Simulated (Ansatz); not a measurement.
**Sc on Mo(110): change of the work function**

How does Sc on the longbridge site change the work function of Mo(110) as the layer fills?

Main program and level: Ansatz 0.2.0; plane-wave DFT, PBE, Ansatz PAW, in the first sound run; inputs show where later runs differ.

## (1) Set-up

The cell holds 4 atoms: 4 Mo. Cell: a = 2.728 Å, b = 2.728 Å, c = 24.682 Å, α = 90.0°, β = 90.0°, γ = 70.5°. Vacuum lies along c.

## (2) The clean slab

The bare slab comes first, as the zero from which every change is counted. The two lowest layers are held at bulk places and the upper ones relax. The dipole correction removes the false field that a one-sided slab makes across the periodic vacuum, so each face gets a flat vacuum level of its own.

input.yaml

```yaml
crystal:
  lattice:
    - [2.2273863607, -1.575, 0.0]
    - [2.2273863607, 1.575, 0.0]
    - [0.0, 0.0, 24.6821590822]
  atoms:
    - { symbol: Mo, position: [0.0, 0.0, 0.3646358477] }
    - { symbol: Mo, position: [0.5, 0.5, 0.4548786159] }
    - { symbol: Mo, position: [0.0, 0.0, 0.5451213841] }
    - { symbol: Mo, position: [0.5, 0.5, 0.6353641523] }
kpoints:
  mp_grid: { grid: [12, 12, 1] }
hamiltonian:
  xc: pbe
scf:
  occupations: { method: fermi_dirac, width: 0.1 }
  convergence: { dr2_threshold: 1.0e-08 }
efield:
  axis: 3
  dipole_correction: true
  ramp_position: 0.97
  ramp_width: 0.06
relax:
  f_tol: 0.02
  max_steps: 60
  constraints: [{ sites: [0, 1] }]
output:
  write_potential: true
  write_density: true
  volumetric_format: npy
```

The run is started by

```
$ ansatz run input.yaml --threads 4 --pin off --max-ram 12288MiB --backend cpu --events-out ev --progress --plain --runs-dir out
```

Numbers of over 12 decimals in the logs are rounded to 6 here.

The program printed:

```text
Engine: ansatz 0.2.0, aarch64-unknown-linux-gnu
Pseudopotentials: kind: paw
Pseudopotential: Mo, paw, valence charge 14, recommended cutoff 420 eV (normal), Mo.paw.azcp
Functional definition: PBE
  parameter kappa = 0.804
  parameter beta = 0.066725
  exchange = pbe_x(kappa = kappa, mu = beta*pi^2/3)
  correlation = pbe_c(beta = beta)
Crystal: 4 atoms, lattice volume = 173.177 Å³
Basis set: ecut = 420 eV, 3445 PW (Γ), exchange–correlation on 40×40×360 points (8 copies of the dense FFT grid, shifted against one another)
Bands: 34, of which v1, the nominal top of the filled ones, is band 28 counted from 1 (27 counted from 0)
Symmetry: 4 space group operations
k-points: 43 of 144
Non-local potential: Mo, projectors of the file, l = 0: 3, l = 1: 2, l = 2: 2, l = 3: 1
PAW form: soft (Blöchl's): semilocal exchange-correlation on the pseudo side does not see the compensation charge
PAW one-centre angular grid: Mo, 590 points (default); XC on 64 Gauss nodes
Initial density: superposition of atomic densities (neutral atoms: chi_scale 0, normalization atom), corrected by the library's trained network
Initial wavefunctions: pseudopotential atomic-orbital guess
Functional: x = pbe(κ = 0.804, μ = 0.219515), c = pbe(β = 0.066725)
SCF iter   1: F=—  HF=-19821.647128 eV  |F-HF|=—  |Δ(HF+E_count)|=         —  Δρ=3.78e-3  dr2=1.40e-1  ethr=1.77e-3  p=-0.000 e·Å  D=-4.77e-14 V/Å  ΔV_dip=0.00 eV  dr2_dipole=1.17e-6  V_vac-E_F(+/−)=4.86/4.86 eV  ⟨swp⟩=8.9  Hψ=15645  notcnv=0  defer=5
efield: sawtooth ramp at fractional position 0.9700 (set: `efield.ramp_position`, or a place that a band, a saddle search or an elastic batch's reference lends), width 0.0600; the density the first Hamiltonian is built on has a dipole p = -0.000 e·Å; the dipole correction subtracts the counter field D = -4.77e-14 V/Å, which shifts the + side's vacuum level by +0.00 eV against the − side's; the planar-averaged density in the ramp window peaks in size at 1.4e-5 e/Å³
automatic band count: the SCF goes on with 40 bands, as 34 were too few: the levels above may hold too much charge
preconditioner: auto → LDOS  [metal: Δε(μ)=0.026 eV  Ē_g=5.170 eV  σ=0.100 eV  W_gap=0.07  n_scr=16 (ndim 8)  ℏωp=13.8 eV  f_vac=0.563  D(μ)=3.57/eV (n_scr^D=14)  β→1.0]
SCF iter   2: F=—  HF=-19821.643445 eV  |F-HF|=—  |Δ(HF+E_count)|=   3.68e-3  Δρ=1.93e-3  dr2=1.96e-2  ethr=2.50e-4  p=0.000 e·Å  D=4.94e-6 V/Å  ΔV_dip=-0.00 eV  dr2_dipole=1.04e-6  V_vac-E_F(+/−)=4.70/4.70 eV  ⟨swp⟩=2.1  Hψ=2763  notcnv=0  defer=21
SCF iter   3: F=—  HF=-19821.641432 eV  |F-HF|=—  |Δ(HF+E_count)|=   2.01e-3  Δρ=5.02e-4  dr2=1.45e-3  ethr=3.50e-5  p=0.000 e·Å  D=3.71e-6 V/Å  ΔV_dip=-0.00 eV  dr2_dipole=1.26e-7  V_vac-E_F(+/−)=4.72/4.72 eV  ⟨swp⟩=2.2  Hψ=2388  notcnv=0  defer=21
SCF iter   4: F=—  HF=-19821.641192 eV  |F-HF|=—  |Δ(HF+E_count)|=   2.41e-4  Δρ=1.36e-4  dr2=7.48e-5  ethr=2.60e-6  p=0.000 e·Å  D=1.73e-6 V/Å  ΔV_dip=-0.00 eV  dr2_dipole=3.26e-8  V_vac-E_F(+/−)=4.71/4.71 eV  ⟨swp⟩=3.0  Hψ=2598  notcnv=0  defer=21
SCF iter   5: F=—  HF=-19821.641212 eV  |F-HF|=—  |Δ(HF+E_count)|=   2.06e-5  Δρ=3.96e-5  dr2=6.14e-6  ethr=1.34e-7  p=0.000 e·Å  D=1.84e-7 V/Å  ΔV_dip=-0.00 eV  dr2_dipole=7.59e-10  V_vac-E_F(+/−)=4.70/4.70 eV  ⟨swp⟩=2.6  Hψ=2473  notcnv=0  defer=21
SCF iter   6: F=—  HF=-19821.641292 eV  |F-HF|=—  |Δ(HF+E_count)|=   7.97e-5  Δρ=1.55e-5  dr2=8.69e-7  ethr=1.10e-8  p=-0.000 e·Å  D=-9.75e-8 V/Å  ΔV_dip=0.00 eV  dr2_dipole=2.59e-12  V_vac-E_F(+/−)=4.70/4.70 eV  ⟨swp⟩=2.1  Hψ=2413  notcnv=0  defer=21
SCF iter   7: F=—  HF=-19821.641293 eV  |F-HF|=—  |Δ(HF+E_count)|=   4.78e-7  Δρ=4.02e-6  dr2=7.38e-8  ethr=1.55e-9  p=-0.000 e·Å  D=-1.25e-7 V/Å  ΔV_dip=0.00 eV  dr2_dipole=3.69e-11  V_vac-E_F(+/−)=4.69/4.69 eV  ⟨swp⟩=2.1  Hψ=2303  notcnv=0  defer=21
SCF iter   8: F=-19821.641293 eV  HF=-19821.641293 eV  |F-HF|=4.27e-9  |Δ(HF+E_count)|=   8.39e-8  Δρ=1.47e-6  dr2=6.62e-9  ethr=1.79e-11  p=-0.000 e·Å  D=-2.43e-8 V/Å  ΔV_dip=0.00 eV  dr2_dipole=1.83e-12  V_vac-E_F(+/−)=4.69/4.69 eV  ⟨swp⟩=10.7  Hψ=11440  notcnv=0
SCF 1 converged in 8 iterations: F = -19821.641293 eV  dr2 = 6.62e-9
  greatest PAW one-centre occupation: 0.998 electrons in one spin orbital (limit 2), on the Mo atom at site 0 (counted from 0), in its partial waves of l = 0
relax step   1: F+E_penalty+E_count = -19821.64129266 eV  Δ(F+E_penalty+E_count) = +0.000e0 eV  max|allowed force component| = 6.071e-1 eV/Å  Δτ_max = 0.0000 Å  (8 SCF iters, accepted)
Bands: 40, of which v1, the nominal top of the filled ones, is band 28 counted from 1 (27 counted from 0)
Initial density: handed on by an earlier stage of this run
Initial wavefunctions: those handed on with the density
iter 1 solved again at ethr=6.81e-4 eV; its pass at ethr=3.10e-3 eV (dr2=3.81e-1 eV) is discarded
SCF iter   1: F=—  HF=-19821.655302 eV  |F-HF|=—  |Δ(HF+E_count)|=         —  Δρ=9.01e-3  dr2=3.79e-1  ethr=6.81e-4  p=0.000 e·Å  D=7.11e-7 V/Å  ΔV_dip=-0.00 eV  dr2_dipole=2.16e-3  V_vac-E_F(+/−)=4.71/4.71 eV  ⟨swp⟩=1.6  Hψ=6582  notcnv=0  defer=26
efield: sawtooth ramp at fractional position 0.9700 (set: `efield.ramp_position`, or a place that a band, a saddle search or an elastic batch's reference lends), width 0.0600; the density the first Hamiltonian is built on has a dipole p = 0.000 e·Å; the dipole correction subtracts the counter field D = 7.11e-7 V/Å, which shifts the + side's vacuum level by -0.00 eV against the − side's; the planar-averaged density in the ramp window peaks in size at 3.6e-6 e/Å³
preconditioner: auto → LDOS  [metal: Δε(μ)=0.032 eV  Ē_g=5.280 eV  σ=0.100 eV  W_gap=0.08  n_scr=16 (ndim 8)  ℏωp=13.8 eV  f_vac=0.569  D(μ)=3.64/eV (n_scr^D=14)  β→1.0]
SCF iter   2: F=—  HF=-19821.637650 eV  |F-HF|=—  |Δ(HF+E_count)|=   1.77e-2  Δρ=4.01e-3  dr2=1.08e-1  ethr=6.78e-4  p=0.007 e·Å  D=7.44e-3 V/Å  ΔV_dip=-0.18 eV  dr2_dipole=1.22e-3  V_vac-E_F(+/−)=4.51/4.69 eV  ⟨swp⟩=2.3  Hψ=2710  notcnv=0  defer=26
SCF iter   3: F=—  HF=-19821.629266 eV  |F-HF|=—  |Δ(HF+E_count)|=   8.38e-3  Δρ=1.79e-3  dr2=1.82e-2  ethr=1.92e-4  p=0.006 e·Å  D=6.37e-3 V/Å  ΔV_dip=-0.16 eV  dr2_dipole=2.87e-4  V_vac-E_F(+/−)=4.55/4.71 eV  ⟨swp⟩=2.4  Hψ=3010  notcnv=0  defer=26
SCF iter   4: F=—  HF=-19821.625514 eV  |F-HF|=—  |Δ(HF+E_count)|=   3.75e-3  Δρ=4.20e-4  dr2=7.00e-4  ethr=3.26e-5  p=0.007 e·Å  D=7.29e-3 V/Å  ΔV_dip=-0.18 eV  dr2_dipole=1.75e-5  V_vac-E_F(+/−)=4.52/4.70 eV  ⟨swp⟩=3.0  Hψ=2790  notcnv=0  defer=26
[...]
SCF iter   2: F=—  HF=-19821.665870 eV  |F-HF|=—  |Δ(HF+E_count)|=   3.93e-3  Δρ=2.32e-3  dr2=4.41e-2  ethr=1.98e-4  p=0.006 e·Å  D=6.20e-3 V/Å  ΔV_dip=-0.15 eV  dr2_dipole=3.08e-3  V_vac-E_F(+/−)=4.55/4.71 eV  ⟨swp⟩=2.0  Hψ=2812  notcnv=0  defer=26
SCF iter   3: F=—  HF=-19821.662933 eV  |F-HF|=—  |Δ(HF+E_count)|=   2.94e-3  Δρ=8.29e-4  dr2=4.40e-3  ethr=7.87e-5  p=0.006 e·Å  D=6.03e-3 V/Å  ΔV_dip=-0.15 eV  dr2_dipole=6.38e-4  V_vac-E_F(+/−)=4.55/4.70 eV  ⟨swp⟩=2.0  Hψ=2291  notcnv=0  defer=26
SCF iter   4: F=—  HF=-19821.662283 eV  |F-HF|=—  |Δ(HF+E_count)|=   6.51e-4  Δρ=2.74e-4  dr2=4.17e-4  ethr=7.86e-6  p=0.005 e·Å  D=5.31e-3 V/Å  ΔV_dip=-0.13 eV  dr2_dipole=6.02e-5  V_vac-E_F(+/−)=4.57/4.70 eV  ⟨swp⟩=3.5  Hψ=3106  notcnv=0  defer=26
SCF iter   5: F=—  HF=-19821.662246 eV  |F-HF|=—  |Δ(HF+E_count)|=   3.68e-5  Δρ=7.82e-5  dr2=1.95e-5  ethr=7.45e-7  p=0.005 e·Å  D=5.03e-3 V/Å  ΔV_dip=-0.12 eV  dr2_dipole=1.51e-6  V_vac-E_F(+/−)=4.57/4.70 eV  ⟨swp⟩=2.5  Hψ=2546  notcnv=0  defer=26
SCF iter   6: F=—  HF=-19821.662253 eV  |F-HF|=—  |Δ(HF+E_count)|=   7.25e-6  Δρ=2.97e-5  dr2=1.84e-6  ethr=3.47e-8  p=0.005 e·Å  D=4.92e-3 V/Å  ΔV_dip=-0.12 eV  dr2_dipole=6.05e-9  V_vac-E_F(+/−)=4.57/4.70 eV  ⟨swp⟩=2.1  Hψ=2333  notcnv=0  defer=26
SCF iter   7: F=—  HF=-19821.662328 eV  |F-HF|=—  |Δ(HF+E_count)|=   7.45e-5  Δρ=1.27e-5  dr2=5.17e-7  ethr=3.28e-9  p=0.005 e·Å  D=4.84e-3 V/Å  ΔV_dip=-0.12 eV  dr2_dipole=2.83e-8  V_vac-E_F(+/−)=4.58/4.70 eV  ⟨swp⟩=2.1  Hψ=2436  notcnv=0  defer=26
SCF iter   8: F=—  HF=-19821.662328 eV  |F-HF|=—  |Δ(HF+E_count)|=   8.29e-8  Δρ=2.78e-6  dr2=3.22e-8  ethr=9.24e-10  p=0.005 e·Å  D=4.83e-3 V/Å  ΔV_dip=-0.12 eV  dr2_dipole=1.60e-9  V_vac-E_F(+/−)=4.58/4.70 eV  ⟨swp⟩=2.8  Hψ=3061  notcnv=0  defer=26
SCF iter   9: F=-19821.662328 eV  HF=-19821.662328 eV  |F-HF|=6.62e-9  |Δ(HF+E_count)|=   1.90e-8  Δρ=8.02e-7  dr2=1.26e-9  ethr=1.79e-11  p=0.005 e·Å  D=4.82e-3 V/Å  ΔV_dip=-0.12 eV  dr2_dipole=8.06e-15  V_vac-E_F(+/−)=4.58/4.70 eV  ⟨swp⟩=10.1  Hψ=11130  notcnv=0
SCF 3 converged in 9 iterations: F = -19821.662328 eV  dr2 = 1.26e-9
relax step   3: F+E_penalty+E_count = -19821.66232783 eV  Δ(F+E_penalty+E_count) = -2.104e-2 eV  max|allowed force component| = 1.718e-1 eV/Å  Δτ_max = 0.0695 Å  (9 SCF iters, accepted)
SCF iter   1: F=—  HF=-19821.663916 eV  |F-HF|=—  |Δ(HF+E_count)|=         —  Δρ=8.39e-4  dr2=3.50e-3  ethr=6.23e-5  p=0.005 e·Å  D=4.82e-3 V/Å  ΔV_dip=-0.12 eV  dr2_dipole=1.17e-4  V_vac-E_F(+/−)=4.57/4.69 eV  ⟨swp⟩=2.4  Hψ=3395  notcnv=0  defer=26
efield: sawtooth ramp at fractional position 0.9700 (set: `efield.ramp_position`, or a place that a band, a saddle search or an elastic batch's reference lends), width 0.0600; the density the first Hamiltonian is built on has a dipole p = 0.005 e·Å; the dipole correction subtracts the counter field D = 4.82e-3 V/Å, which shifts the + side's vacuum level by -0.12 eV against the − side's; the planar-averaged density in the ramp window peaks in size at 4.2e-6 e/Å³
preconditioner: auto → LDOS  [metal: Δε(μ)=0.010 eV  Ē_g=5.198 eV  σ=0.100 eV  W_gap=0.02  n_scr=16 (ndim 8)  ℏωp=13.8 eV  f_vac=0.567  D(μ)=3.47/eV (n_scr^D=14)  β→1.0]
SCF iter   2: F=—  HF=-19821.663778 eV  |F-HF|=—  |Δ(HF+E_count)|=   1.38e-4  Δρ=4.26e-4  dr2=1.37e-3  ethr=6.24e-6  p=0.004 e·Å  D=4.06e-3 V/Å  ΔV_dip=-0.10 eV  dr2_dipole=2.10e-5  V_vac-E_F(+/−)=4.60/4.70 eV  ⟨swp⟩=2.0  Hψ=2569  notcnv=0  defer=26
SCF iter   3: F=—  HF=-19821.663680 eV  |F-HF|=—  |Δ(HF+E_count)|=   9.75e-5  Δρ=1.70e-4  dr2=1.67e-4  ethr=2.44e-6  p=0.004 e·Å  D=4.18e-3 V/Å  ΔV_dip=-0.10 eV  dr2_dipole=3.14e-6  V_vac-E_F(+/−)=4.59/4.69 eV  ⟨swp⟩=2.0  Hψ=2242  notcnv=0  defer=26
SCF iter   4: F=—  HF=-19821.663648 eV  |F-HF|=—  |Δ(HF+E_count)|=   3.23e-5  Δρ=4.02e-5  dr2=5.53e-6  ethr=2.98e-7  p=0.004 e·Å  D=4.07e-3 V/Å  ΔV_dip=-0.10 eV  dr2_dipole=5.62e-7  V_vac-E_F(+/−)=4.60/4.70 eV  ⟨swp⟩=3.4  Hψ=3040  notcnv=0  defer=26
SCF iter   5: F=—  HF=-19821.663725 eV  |F-HF|=—  |Δ(HF+E_count)|=   7.67e-5  Δρ=1.23e-5  dr2=5.71e-7  ethr=9.88e-9  p=0.004 e·Å  D=3.99e-3 V/Å  ΔV_dip=-0.10 eV  dr2_dipole=4.19e-8  V_vac-E_F(+/−)=4.60/4.70 eV  ⟨swp⟩=2.7  Hψ=2627  notcnv=0  defer=26
SCF iter   6: F=—  HF=-19821.663725 eV  |F-HF|=—  |Δ(HF+E_count)|=   2.10e-7  Δρ=3.79e-6  dr2=5.79e-8  ethr=1.02e-9  p=0.004 e·Å  D=3.95e-3 V/Å  ΔV_dip=-0.10 eV  dr2_dipole=2.24e-9  V_vac-E_F(+/−)=4.60/4.70 eV  ⟨swp⟩=2.3  Hψ=2351  notcnv=0  defer=26
SCF iter   7: F=-19821.663725 eV  HF=-19821.663725 eV  |F-HF|=3.88e-9  |Δ(HF+E_count)|=   3.93e-8  Δρ=1.56e-6  dr2=8.52e-9  ethr=1.79e-11  p=0.004 e·Å  D=3.94e-3 V/Å  ΔV_dip=-0.10 eV  dr2_dipole=2.54e-10  V_vac-E_F(+/−)=4.60/4.70 eV  ⟨swp⟩=10.8  Hψ=11535  notcnv=0
SCF 4 converged in 7 iterations: F = -19821.663725 eV  dr2 = 8.52e-9
relax step   4: F+E_penalty+E_count = -19821.66372504 eV  Δ(F+E_penalty+E_count) = -1.397e-3 eV  max|allowed force component| = 6.160e-3 eV/Å  Δτ_max = 0.0105 Å  (7 SCF iters, accepted)
NSCF: frozen V_eff on 43 k-points
the band table was solved once a step of the walk had ended and its energy, with any forces and stress, was formed, with the checks that follow a solve (8320 applications of the Hamiltonian). They found nothing against the state; the energy, forces and stress were not computed again (output.eigenvalues in the input reference)
SCF converged after 7 iterations
Free energy (F): -19821.663725 eV
Harris-Foulkes:  -19821.663725 eV  (|F-HF|=3.88e-9)
Internal energy: -19821.546906 eV  (E = F + TS)
E sigma→0 (E₀):  -19821.605316 eV
Entropy (-TS):   -0.116819 eV (-29.205 meV/atom)
Fermi energy:    4.749028 eV
Dipole field:    D = 0.003959 V/Å  (p = 0.003789 e·Å, saw-weighted, corrected)
Work function:   Φ+ = 4.5981 eV   Φ− = 4.6959 eV
Levels:          The Fermi level and band energies are counted from a zero that moves with the ramp; work functions are not
--- Per-component energies (eV) ---
  E_band       = -1128.803101
  E_kinetic    = 1758.636077
  E_local      = -73076.344926  (includes V_loc(G=0)·N_el)
  E_nonlocal   = 573.008626
  E_hartree    = 35551.714988
  E_xc         = -730.509318
  E_vxc        = -911.323818  (∫ρ·V_xc dr)
  E_paw        = -12805.328642  (= ΣΔE_a)
  E_vpaw       = -576.218629  (= ΣTr[D̂ρ^β])
  E_aug_tail   = 0.000170  (compensation charges beyond the density's cutoff)
  E_efield     = 0.000007  (sawtooth field / dipole correction)
  E_vefield    = 0.002053  (∫n·V_field dr)
  E_ewald      = 28907.276112
  E_smearing   = -0.116819  (= −TS)
  E_closure    = -0.000000  (closes the sum)
  Σ components = -19821.663725   (vs F -19821.663725, Δ=0.00e0)
--- Forces (eV/Å), atoms counted from 1 ---
  atom   1  Mo     0.00000000     0.00000000     0.48968382
  atom   2  Mo     0.00000000    -0.00000000    -0.48732685
  atom   3  Mo     0.00000000    -0.00000000    -0.00615989
  atom   4  Mo     0.00000000     0.00000000     0.00374740
  max |Σ_I F_I| component: 5.55e-5 eV/Å
--- Band table (eV; the first three rows and the last of 43) ---
  k-point 0: bands = [... 24 lower, 3.2679, 3.3587, 3.5222, 3.7666, 4.8655, 5.1015, 5.8499, 5.9160, ... 8 higher]
  k-point 1: bands = [... 24 lower, 3.1262, 3.2374, 3.5562, 3.9741, 4.5550, 5.1890, 5.4643, 5.7715, ... 8 higher]
  k-point 2: bands = [... 24 lower, 2.9540, 3.0742, 3.7021, 3.9784, 4.4501, 4.6794, 5.6510, 5.7078, ... 8 higher]
  k-point 42: bands = [... 24 lower, 3.2412, 5.2680, 5.2859, 5.5507, 5.7353, 6.1980, 7.4154, 7.7054, ... 8 higher]
--- Relaxed structure (4 steps of the walk, 3 accepted, 0 SCFs on fresh bases) ---
  F+E_penalty+E_count = -19821.66372504 eV   max|allowed force component| = 6.160e-3 eV/Å
  atoms:
    - { symbol: Mo, position: [0.0, 0.0, 0.364636] }
    - { symbol: Mo, position: [0.500000, 0.500000, 0.454879] }
    - { symbol: Mo, position: [-3.9180990042764115e-19, 3.9180990042764115e-19, 0.546022] }
    - { symbol: Mo, position: [0.500000, 0.500000, 0.632974] }
```

Wall time 27 s (4 threads of Arm Neoverse V1, shared host); peak memory 0.57 GiB; 1.7 min of CPU time.

Step by step:

| step | energy less that of the first step (eV) | largest force component (eV/Å) |
| --- | --- | --- |
| 1 | 0.0000 | 0.6071 |
| 2 | 0.0156 | 0.8030 |
| 3 | -0.0210 | 0.1718 |
| 4 | -0.0224 | 0.0062 |

Relaxation step 2 was tried and not accepted.

The run keeps the 4 symmetry operations that it works with, so distortions that break them were not tested.

The atoms that moved most (Å):

| atom | dx | dy | dz | length |
| --- | --- | --- | --- | --- |
| Mo4 | 0.000 | 0.000 | -0.059 | 0.059 |
| Mo3 | 0.000 | 0.000 | 0.022 | 0.022 |

The relaxed structure:

```xyz
4
Lattice="2.2274 -1.5750 0.0000 2.2274 1.5750 0.0000 0.0000 0.0000 24.6822" Properties=species:S:1:pos:R:3
Mo    0.0000    0.0000    9.0000
Mo    2.2274    0.0000   11.2274
Mo    0.0000    0.0000   13.4770
Mo    2.2274    0.0000   15.6232
```

Numbers from this step:

* energy at zero smearing: -19821.6053 eV
* work function, upper face: 4.598 eV
* work function, lower face: 4.696 eV
* dipole along the normal: 0.003789 e·Å
* step between the vacuum levels: -0.09771 eV

Running mean over 2.227 Å of the planar mean; the ramp of the sawtooth is left out. Table of electron's electrostatic potential energy less the Fermi level by z:

z (Å), electron's electrostatic potential energy less the Fermi level (eV) and a bar from the least value:
```
      3.5        4.7 ##############################
      4.0        4.7 ##############################
      4.5        4.7 ##############################
      5.0        4.7 ##############################
      5.5        4.7 ##############################
      6.0        4.6 ##############################
      6.5        4.2 #############################
      7.0        3.2 ############################
      7.5       -0.1 ######################
      8.0       -6.0 #############
      8.5      -10.8 #####
      9.0      -12.4 ##
      9.5      -12.6 ##
     10.0      -12.7 ##
     10.5      -12.8 #
     11.0      -12.9 #
     11.5      -12.9 #
     12.0      -12.7 ##
     12.5      -12.7 ##
     13.0      -12.8 #
     13.5      -13.0 #
     14.0      -13.4 
     14.5      -13.7 
     15.0      -13.3 #
     15.5      -12.7 ##
     16.0      -11.5 ####
     16.5       -7.5 ##########
     17.0       -1.5 ####################
     17.5        2.6 ###########################
     18.0        4.0 #############################
     18.5        4.4 ##############################
     19.0        4.5 ##############################
     19.5        4.6 ##############################
     20.0        4.6 ##############################
     20.5        4.6 ##############################
     21.0        4.6 ##############################
     21.5        4.6 ##############################
```

The relaxation took 4 steps and lowered the energy by 0.022 eV; the largest force on the free atoms ends at 0.0062 eV/Å.

The work function of the upper face is 4.60 eV.

(Part 1 of 5 ends here.)

[Logs are printed without paths, hosts, clocks, repeated set-up lines and the standing remarks that a program may print on its own settings, such as how far it seeks lower states.]

[Hosts, paths, dates, database ids (printed as entryN), source tags and the programs' standing remarks are cut or masked in the printed files.]

[Maps of the electrostatic potential energy from Ansatz leave out the sawtooth potential of an applied field or a dipole correction, so their vacuum need not be flat; planar profiles and work functions include it.]
